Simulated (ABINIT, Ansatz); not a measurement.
# A GW chain in ABINIT: PbO (P4/nmm), part 2 of 3

Aim: the G0W0 gap of PbO (P4/nmm) on PBE, step by step.

ABINIT 10.8.3; PBE and many-body steps on it, plane waves. Known limits of the many-body steps: not at the basis limit; no spin-orbit coupling; coarse k mesh.

So far. Step 2 (Ground state): The gap is indirect, with the least direct gap 0.99 eV higher.

The database entry behind the starting cell differs from later determinations by our own check (c about 1 % long), so it need not match the best structure at ambient conditions.

## Step 3: Bands along the symmetry lines

Level of this step: DFT, PBE, plane waves, norm-conserving pseudopotentials (ABINIT).

The cheap functional maps the bands first; the places of the edges decide which points the dearer methods must see.

run.abi

```
acell 3*1.0 Angstrom
rprim 
  3.960000000000 0.000000000000 0.000000000000
  0.000000000000 3.960000000000 0.000000000000
  0.000000000000 0.000000000000 5.070000000000
ntypat 2
znucl 82 8
natom 4
typat 1 1 2 2
xred 
  0.000000000000 0.500000000000 0.238990104020
  0.500000000000 0.000000000000 0.761009895980
  0.000000000000 0.000000000000 0.000000000000
  0.500000000000 0.500000000000 0.000000000000
pp_dirpath "pseudos"
pseudos "Pb.upf, O.upf"
ecut 42
iscf -2
irdden 1
kptopt 0
nkpt 75
kpt 
  0.00000000 0.00000000 0.00000000
  0.00000000 0.06250000 0.00000000
  0.00000000 0.12500000 0.00000000
  0.00000000 0.18750000 0.00000000
  0.00000000 0.25000000 0.00000000
  0.00000000 0.31250000 0.00000000
  0.00000000 0.37500000 0.00000000
  0.00000000 0.43750000 0.00000000
  0.00000000 0.50000000 0.00000000
  0.06250000 0.50000000 0.00000000
  0.12500000 0.50000000 0.00000000
  0.18750000 0.50000000 0.00000000
  0.25000000 0.50000000 0.00000000
  0.31250000 0.50000000 0.00000000
  0.37500000 0.50000000 0.00000000
  0.43750000 0.50000000 0.00000000
  0.50000000 0.50000000 0.00000000
  0.43750000 0.43750000 0.00000000
  0.37500000 0.37500000 0.00000000
  0.31250000 0.31250000 0.00000000
  0.25000000 0.25000000 0.00000000
  0.18750000 0.18750000 0.00000000
  0.12500000 0.12500000 0.00000000
  0.06250000 0.06250000 0.00000000
  0.00000000 0.00000000 0.00000000
  0.00000000 0.00000000 0.06250000
  0.00000000 0.00000000 0.12500000
  0.00000000 0.00000000 0.18750000
  0.00000000 0.00000000 0.25000000
  0.00000000 0.00000000 0.31250000
  0.00000000 0.00000000 0.37500000
  0.00000000 0.00000000 0.43750000
  0.00000000 0.00000000 0.50000000
  0.00000000 0.06250000 0.50000000
  0.00000000 0.12500000 0.50000000
  0.00000000 0.18750000 0.50000000
  0.00000000 0.25000000 0.50000000
  0.00000000 0.31250000 0.50000000
  0.00000000 0.37500000 0.50000000
  0.00000000 0.43750000 0.50000000
  0.00000000 0.50000000 0.50000000
  0.06250000 0.50000000 0.50000000
  0.12500000 0.50000000 0.50000000
  0.18750000 0.50000000 0.50000000
  0.25000000 0.50000000 0.50000000
  0.31250000 0.50000000 0.50000000
  0.37500000 0.50000000 0.50000000
  0.43750000 0.50000000 0.50000000
  0.50000000 0.50000000 0.50000000
  0.43750000 0.43750000 0.50000000
  0.37500000 0.37500000 0.50000000
  0.31250000 0.31250000 0.50000000
  0.25000000 0.25000000 0.50000000
  0.18750000 0.18750000 0.50000000
  0.12500000 0.12500000 0.50000000
  0.06250000 0.06250000 0.50000000
  0.00000000 0.00000000 0.50000000
  0.00000000 0.50000000 0.00000000
  0.00000000 0.50000000 0.06250000
  0.00000000 0.50000000 0.12500000
  0.00000000 0.50000000 0.18750000
  0.00000000 0.50000000 0.25000000
  0.00000000 0.50000000 0.31250000
  0.00000000 0.50000000 0.37500000
  0.00000000 0.50000000 0.43750000
  0.00000000 0.50000000 0.50000000
  0.50000000 0.50000000 0.00000000
  0.50000000 0.50000000 0.06250000
  0.50000000 0.50000000 0.12500000
  0.50000000 0.50000000 0.18750000
  0.50000000 0.50000000 0.25000000
  0.50000000 0.50000000 0.31250000
  0.50000000 0.50000000 0.37500000
  0.50000000 0.50000000 0.43750000
  0.50000000 0.50000000 0.50000000
istwfk *1
nband 35
nbdbuf 2
tolwfr 1e-08
nstep 40
prtwf 0
prtvol 0
indata_prefix "in"
outdata_prefix "out"
tmpdata_prefix "tmp"
```

Run with:

```bash
OMP_NUM_THREADS=1 mpirun -n 16 abinit run.abi > log
```

Numbers of over 12 decimals in the logs are rounded to 6 here.

Output:

```text
.Version 10.8.3 of ABINIT. v10.8.2 released Aug 2026.

 Symmetries : space group P4/n m m (#129); Bravais tP (primitive tetrag.)
[... echo of the input left out ...]
== DATASET  1 ==================================================================
-   mpi_nproc: 16, omp_nthreads: 1 (-1 if OMP is not activated)

--- !DatasetInfo
iteration_state: {dtset: 1, }
dimensions: {natom: 4, nkpt: 75, mband: 35, nsppol: 1, nspinor: 1, nspden: 1, mpw: 7032, }
cutoff_energies: {ecut:  42.0, pawecutdg:  -1.0, }
electrons: {nelect:   5.60000000E+01, charge:   0.00000000E+00, occopt:   1.00000000E+00, tsmear:   1.00000000E-02, }

 Real(R)+Recip(G) space primitive vectors, cartesian coordinates (Bohr,Bohr^-1):
 R(1)=  7.4833155  0.0000000  0.0000000  G(1)=  0.1336306  0.0000000  0.0000000
 R(2)=  0.0000000  7.4833155  0.0000000  G(2)=  0.0000000  0.1336306  0.0000000
 R(3)=  0.0000000  0.0000000  9.5809115  G(3)=  0.0000000  0.0000000  0.1043742
 Unit cell volume ucvol=  5.3653114E+02 bohr^3
 Angles (23,13,12)=  9.00000000E+01  9.00000000E+01  9.00000000E+01 degrees

 getcut: wavevector=  0.0000  0.0000  0.0000  ngfft=  45  45  60
         ecut(hartree)=     42.000   => boxcut(ratio)=   2.01544

--- Pseudopotential description ------------------------------------------------
- Pb Generated using ONCVPSP code by D. R. Hamann
- 82.00000  22.00000  220131                  znucl, zion, pspdat
12 -101130 3 -1 1692                          pspcod,pspxc,lmax,lloc,mmax
     nproj     2     2     2     1
  pspatm : epsatm=   27.21822286
         --- l  ekb(1:nproj) -->
             0   15.655587    1.914583
             1    7.187683    1.168328
             2    3.424574    0.432546
             3    9.337611
 pspatm: atomic psp has been read  and splines computed

- O Generated using ONCVPSP code by D. R. Hamann
-  8.00000   6.00000  171031                  znucl, zion, pspdat
12 -101130 2 -1 936                           pspcod,pspxc,lmax,lloc,mmax
     nproj     2     2     1     0
  pspatm : epsatm=    6.17005460
         --- l  ekb(1:nproj) -->
[...]
2   -1.331955
 pspatm: atomic psp has been read  and splines computed

--------------------------------------------------------------------------------

================================================================================
 prteigrs : about to open file out_EIG
 Non-SCF case, kpt    1 (  0.00000  0.00000  0.00000), residuals and eigenvalues=
  8.90E-09  7.92E-09  2.40E-09  6.43E-09  2.74E-09  7.01E-09  6.13E-09  3.30E-09
  4.79E-09  2.54E-09  2.73E-09  9.85E-09  1.52E-09  1.93E-09  7.98E-09  1.92E-09
  7.43E-09  8.23E-09  7.30E-09  2.39E-09  5.14E-09  2.17E-09  7.43E-09  8.85E-09
[...]
-4.8390E+00 -4.8390E+00 -2.6962E+00 -2.6962E+00 -2.6962E+00 -2.6962E+00
 -2.6961E+00 -2.6961E+00 -4.1320E-01 -3.9338E-01 -3.2922E-01 -3.2922E-01
[...]
Non-SCF case, kpt   74 (  0.50000  0.50000  0.43750), residuals and eigenvalues=
[...]
4.4021E-01  4.4021E-01  4.7253E-01  4.7253E-01  6.5517E-01
 Non-SCF case, kpt   75 (  0.50000  0.50000  0.50000), residuals and eigenvalues=
[...]
-2.8838E-01 -2.8838E-01 -3.7536E-02 -3.7536E-02  1.1753E-01  1.1753E-01
  1.7619E-01  1.7619E-01  2.2459E-01  2.2459E-01  3.8374E-01  3.8374E-01
  4.3237E-01  4.3237E-01  4.7315E-01  4.7315E-01  6.6070E-01

--- !ResultsGS
iteration_state: {dtset: 1, }
comment   : Summary of ground state results
lattice_vectors:
- [  7.4833155,   0.0000000,   0.0000000, ]
- [  0.0000000,   7.4833155,   0.0000000, ]
- [  0.0000000,   0.0000000,   9.5809115, ]
lattice_lengths: [   7.48332,    7.48332,    9.58091, ]
lattice_angles: [ 90.000,  90.000,  90.000, ] # degrees, (23, 13, 12)
lattice_volume:   5.3653114E+02
convergence: {deltae:  0.000E+00, res2:  0.000E+00, residm:  9.995E-09, diffor:  0.000E+00, }
etotal    :  -4.52737045E+02
entropy   :   0.00000000E+00
fermie    :   2.61001869E-01
cartesian_stress_tensor: null
pressure_GPa: null
xred      :
- [  0.0000E+00,   5.0000E-01,   2.3899E-01, Pb]
- [  5.0000E-01,   0.0000E+00,   7.6101E-01, Pb]
- [  0.0000E+00,   0.0000E+00,   0.0000E+00,  O]
- [  5.0000E-01,   5.0000E-01,   0.0000E+00,  O]
cartesian_forces: null
force_length_stats: {min: null, max: null, mean: null, }

 Integrated electronic density in atomic spheres:
 ------------------------------------------------
 Atom  Sphere_radius  Integrated_density
[...]
================================================================================

 ----iterations are completed or convergence reached----

 Mean square residual over all n,k,spin=   49.240E-10; max=  99.954E-10
 reduced coordinates (array xred) for    4 atoms
[...]
cartesian coordinates (angstrom) at end:
    1      0.000000     1.980000     1.211680
    2      1.980000     0.000000     3.858320
    3      0.000000     0.000000     0.000000
    4      1.980000     1.980000     0.000000
 length scales=  1.889726125908  1.889726125908  1.889726125908 bohr
              =  1.000000000000  1.000000000000  1.000000000000 angstroms
 prteigrs : about to open file out_EIG
 Eigenvalues (hartree) for nkpt=  75  k points:
 kpt#   1, nband= 35, wtk=  1.00000, kpt=  0.0000  0.0000  0.0000 (reduced coord)
[...]
kpt#   2, nband= 35, wtk=  1.00000, kpt=  0.0000  0.0625  0.0000 (reduced coord)
[...]
kpt#   3, nband= 35, wtk=  1.00000, kpt=  0.0000  0.1250  0.0000 (reduced coord)
[...]
kpt#  74, nband= 35, wtk=  1.00000, kpt=  0.5000  0.5000  0.4375 (reduced coord)
[...]
0.47253    0.47253    0.65517
 kpt#  75, nband= 35, wtk=  1.00000, kpt=  0.5000  0.5000  0.5000 (reduced coord)
[...]
-0.32169   -0.32169   -0.28838   -0.28838   -0.03754   -0.03754    0.11753    0.11753
   0.17619    0.17619    0.22459    0.22459    0.38374    0.38374    0.43237    0.43237
   0.47315    0.47315    0.66070

== END DATASET(S) ==============================================================
================================================================================

 -outvars: echo values of variables after computation  --------
            nband          35
             nkpt          75
          spgroup         129
 [... the other variables as echoed above ...]

 Calculation completed.
```

It took 24 s on 16 MPI ranks of Arm Neoverse V2, shared host; peak memory 1.4 GiB.

Numbers from this step:

| Quantity | Value |
| --- | --- |
| gap | 1.125 eV |
| k of the valence top | 0, 0.0625, 0 |
| k of the conduction bottom | 0.5, 0.5, 0 |
| least direct gap | 2.115 eV |

The gap is 1.125 eV, −0.001 eV from the run before at this level.

The electronic bands at the labelled points (eV, zero at the top of the highest filled band):

```tsv
point	band 25	band 26	band 27	band 28	band 29	band 30	band 31	band 32
Γ	-1.72	-1.59	-1.59	0.00	2.41	5.53	5.57	5.57
halfway	-2.51	-2.00	-1.94	-0.27	3.53	3.54	5.47	5.90
X	-2.95	-2.95	-1.74	-1.74	3.32	3.32	6.61	6.61
halfway	-2.21	-2.21	-1.44	-1.44	2.45	2.45	5.38	5.38
M	-1.76	-1.76	-0.99	-0.99	1.13	1.13	5.19	5.19
halfway	-2.86	-2.73	-1.22	-0.56	3.01	3.35	4.70	5.17
Γ	-1.72	-1.59	-1.59	0.00	2.41	5.53	5.57	5.57
halfway	-1.74	-1.61	-1.61	-0.42	2.14	4.52	4.52	5.05
Z	-1.76	-1.62	-1.62	-1.09	2.11	3.97	3.97	4.34
halfway	-2.34	-2.02	-1.17	-1.04	2.28	3.17	4.60	6.57
R	-2.92	-2.92	-1.07	-1.07	3.01	3.01	6.30	6.30
halfway	-1.71	-1.71	-1.53	-1.53	3.35	3.35	4.56	4.56
A	-2.31	-2.31	-0.99	-0.99	3.34	3.34	4.66	4.66
halfway	-2.75	-1.64	-1.22	-1.15	2.46	3.62	3.85	6.41
Z	-1.76	-1.62	-1.62	-1.09	2.11	3.97	3.97	4.34
jump to X	-2.95	-2.95	-1.74	-1.74	3.32	3.32	6.61	6.61
halfway	-2.94	-2.94	-1.36	-1.36	3.16	3.16	6.46	6.46
R	-2.92	-2.92	-1.07	-1.07	3.01	3.01	6.30	6.30
jump to M	-1.76	-1.76	-0.99	-0.99	1.13	1.13	5.19	5.19
halfway	-2.05	-2.05	-0.99	-0.99	1.94	1.94	5.52	5.52
A	-2.31	-2.31	-0.99	-0.99	3.34	3.34	4.66	4.66
```

## Step 4: Empty states on the mesh, 4×4×4 mesh, 431 bands

The sums over transitions need many empty states on a uniform mesh; this step solves for them.

run.abi

```
acell 3*1.0 Angstrom
rprim 
  3.960000000000 0.000000000000 0.000000000000
  0.000000000000 3.960000000000 0.000000000000
  0.000000000000 0.000000000000 5.070000000000
ntypat 2
znucl 82 8
natom 4
typat 1 1 2 2
xred 
  0.000000000000 0.500000000000 0.238990104020
  0.500000000000 0.000000000000 0.761009895980
  0.000000000000 0.000000000000 0.000000000000
  0.500000000000 0.500000000000 0.000000000000
pp_dirpath "pseudos"
pseudos "Pb.upf, O.upf"
ecut 42
ngkpt 4 4 4
nshiftk 1
shiftk 0 0 0
kptopt 1
chksymbreak 0
iscf -2
irdden 1
istwfk *1
nband 431
nbdbuf 38
tolwfr 1e-09
nstep 60
prtvol 0
indata_prefix "in"
outdata_prefix "out"
tmpdata_prefix "tmp"
```

Output:

```text
.Version 10.8.3 of ABINIT. v10.8.2 released Aug 2026.

 Symmetries : space group P4/n m m (#129); Bravais tP (primitive tetrag.)
[... echo of the input left out ...]
== DATASET  1 ==================================================================
-   mpi_nproc: 16, omp_nthreads: 1 (-1 if OMP is not activated)
-    --> not optimal distribution: autoparal keyword recommended in input file <--

--- !DatasetInfo
iteration_state: {dtset: 1, }
dimensions: {natom: 4, nkpt: 18, mband: 431, nsppol: 1, nspinor: 1, nspden: 1, mpw: 7032, }
cutoff_energies: {ecut:  42.0, pawecutdg:  -1.0, }
electrons: {nelect:   5.60000000E+01, charge:   0.00000000E+00, occopt:   1.00000000E+00, tsmear:   1.00000000E-02, }

 Real(R)+Recip(G) space primitive vectors, cartesian coordinates (Bohr,Bohr^-1):
 R(1)=  7.4833155  0.0000000  0.0000000  G(1)=  0.1336306  0.0000000  0.0000000
 R(2)=  0.0000000  7.4833155  0.0000000  G(2)=  0.0000000  0.1336306  0.0000000
 R(3)=  0.0000000  0.0000000  9.5809115  G(3)=  0.0000000  0.0000000  0.1043742
 Unit cell volume ucvol=  5.3653114E+02 bohr^3
 Angles (23,13,12)=  9.00000000E+01  9.00000000E+01  9.00000000E+01 degrees

 getcut: wavevector=  0.0000  0.0000  0.0000  ngfft=  45  45  60
         ecut(hartree)=     42.000   => boxcut(ratio)=   2.01544

--- Pseudopotential description ------------------------------------------------
- Pb Generated using ONCVPSP code by D. R. Hamann
- 82.00000  22.00000  220131                  znucl, zion, pspdat
12 -101130 3 -1 1692                          pspcod,pspxc,lmax,lloc,mmax
     nproj     2     2     2     1
  pspatm : epsatm=   27.21822286
         --- l  ekb(1:nproj) -->
             0   15.655587    1.914583
             1    7.187683    1.168328
             2    3.424574    0.432546
             3    9.337611
 pspatm: atomic psp has been read  and splines computed

- O Generated using ONCVPSP code by D. R. Hamann
-  8.00000   6.00000  171031                  znucl, zion, pspdat
12 -101130 2 -1 936                           pspcod,pspxc,lmax,lloc,mmax
     nproj     2     2     1     0
  pspatm : epsatm=    6.17005460
         --- l  ekb(1:nproj) -->
[...]
2   -1.331955
 pspatm: atomic psp has been read  and splines computed

--------------------------------------------------------------------------------

================================================================================
 prteigrs : about to open file out_EIG
 Non-SCF case, kpt    1 (  0.00000  0.00000  0.00000), residuals and eigenvalues=
  2.45E-10  2.41E-10  2.04E-10  2.29E-10  2.46E-10  2.09E-10  2.30E-10  2.15E-10
  2.23E-11  4.25E-10  5.89E-11  5.86E-11  4.00E-11  5.01E-11  4.88E-11  4.76E-11
  6.03E-11  5.63E-11  6.47E-11  3.61E-11  4.34E-11  3.04E-11  2.10E-10  4.18E-10
[...]
1.25E-03  1.21E-03  1.47E-03  1.09E-03  1.99E-03  2.08E-03  2.22E-03
 -4.8390E+00 -4.8390E+00 -2.6962E+00 -2.6962E+00 -2.6962E+00 -2.6962E+00
 -2.6961E+00 -2.6961E+00 -4.1320E-01 -3.9338E-01 -3.2922E-01 -3.2922E-01
 -3.2704E-01 -3.2691E-01 -3.2384E-01 -3.2116E-01 -3.2102E-01 -3.2102E-01
[...]
6.0253E+00  6.0256E+00  6.0278E+00  6.0278E+00  6.0537E+00  6.0553E+00
  6.0553E+00  6.0699E+00  6.0900E+00  6.1478E+00  6.1495E+00  6.1722E+00
  6.1761E+00  6.1899E+00  6.1984E+00  6.2066E+00  6.2122E+00
 prteigrs : prtvol=0 or 1, do not print more k-points.

--- !ResultsGS
iteration_state: {dtset: 1, }
comment   : Summary of ground state results
lattice_vectors:
- [  7.4833155,   0.0000000,   0.0000000, ]
- [  0.0000000,   7.4833155,   0.0000000, ]
- [  0.0000000,   0.0000000,   9.5809115, ]
lattice_lengths: [   7.48332,    7.48332,    9.58091, ]
lattice_angles: [ 90.000,  90.000,  90.000, ] # degrees, (23, 13, 12)
lattice_volume:   5.3653114E+02
convergence: {deltae:  0.000E+00, res2:  0.000E+00, residm:  9.977E-10, diffor:  0.000E+00, }
etotal    :  -4.52737045E+02
entropy   :   0.00000000E+00
fermie    :   2.61001869E-01
cartesian_stress_tensor: null
pressure_GPa: null
xred      :
- [  0.0000E+00,   5.0000E-01,   2.3899E-01, Pb]
- [  5.0000E-01,   0.0000E+00,   7.6101E-01, Pb]
- [  0.0000E+00,   0.0000E+00,   0.0000E+00,  O]
- [  5.0000E-01,   5.0000E-01,   0.0000E+00,  O]
cartesian_forces: null
force_length_stats: {min: null, max: null, mean: null, }

 Integrated electronic density in atomic spheres:
 ------------------------------------------------
 Atom  Sphere_radius  Integrated_density
[...]
================================================================================

 ----iterations are completed or convergence reached----

 Mean square residual over all n,k,spin=   36.411E-11; max=  99.770E-11
 reduced coordinates (array xred) for    4 atoms
[...]
0.000000000000      0.000000000000      0.000000000000
       0.500000000000      0.500000000000      0.000000000000

 cartesian coordinates (angstrom) at end:
    1      0.000000     1.980000     1.211680
    2      1.980000     0.000000     3.858320
    3      0.000000     0.000000     0.000000
    4      1.980000     1.980000     0.000000
 length scales=  1.889726125908  1.889726125908  1.889726125908 bohr
              =  1.000000000000  1.000000000000  1.000000000000 angstroms
 prteigrs : about to open file out_EIG
 Eigenvalues (hartree) for nkpt=  18  k points:
 kpt#   1, nband=431, wtk=  0.01563, kpt=  0.0000  0.0000  0.0000 (reduced coord)
[...]
5.99740    6.01142    6.01598    6.01856    6.01856    6.02062    6.02526    6.02557
   6.02775    6.02776    6.05369    6.05526    6.05526    6.06987    6.08996    6.14776
   6.14952    6.17216    6.17605    6.18987    6.19840    6.20659    6.21215
 prteigrs : prtvol=0 or 1, do not print more k-points.

== END DATASET(S) ==============================================================
================================================================================

 -outvars: echo values of variables after computation  --------
            nband         431
             nkpt          18
          spgroup         129
 [... the other variables as echoed above ...]

 Calculation completed.
```

The job ended after 6 min (16 MPI ranks; peak memory 2 GiB; 1.6 h of CPU time).

This step gave:

| Item | Value |
| --- | --- |
| gap | 1.126 eV |
| k of the valence top | 0, 0, 0 |
| k of the conduction bottom | 0.5, 0.5, 0 |
| least direct gap | 2.115 eV |
| k points computed | 18 |
| lowest point of the top converged band, above the valence top | 149.0240 eV |

On this mesh the gap is 1.126 eV.

(Part 2 of 3 ends here.)

[Paths, hosts, dates, memory and timing lines, banners, echoed tables and standing remarks are left out of the program output.]

[Logs are printed without paths, hosts, clocks, repeated set-up lines and the standing remarks that a program may print on its own settings, such as how far it seeks lower states.]

[Runs of the session that timed out or met a known fault of the program may be left out.]

[Hosts, paths, dates, database ids (printed as entryN), source tags and the programs' standing remarks are cut or masked in the printed files.]

[G0W0 gaps are taken among the corrected bands and points alone; a level outside them can change the order at an edge.]

[Where Ansatz stands beside ABINIT at settings called matched, ABINIT's density can come from a denser mesh and the files from another edition; pairs whose starting gaps differed by over 0.03 eV were left out, so agreement reads better than it is.]
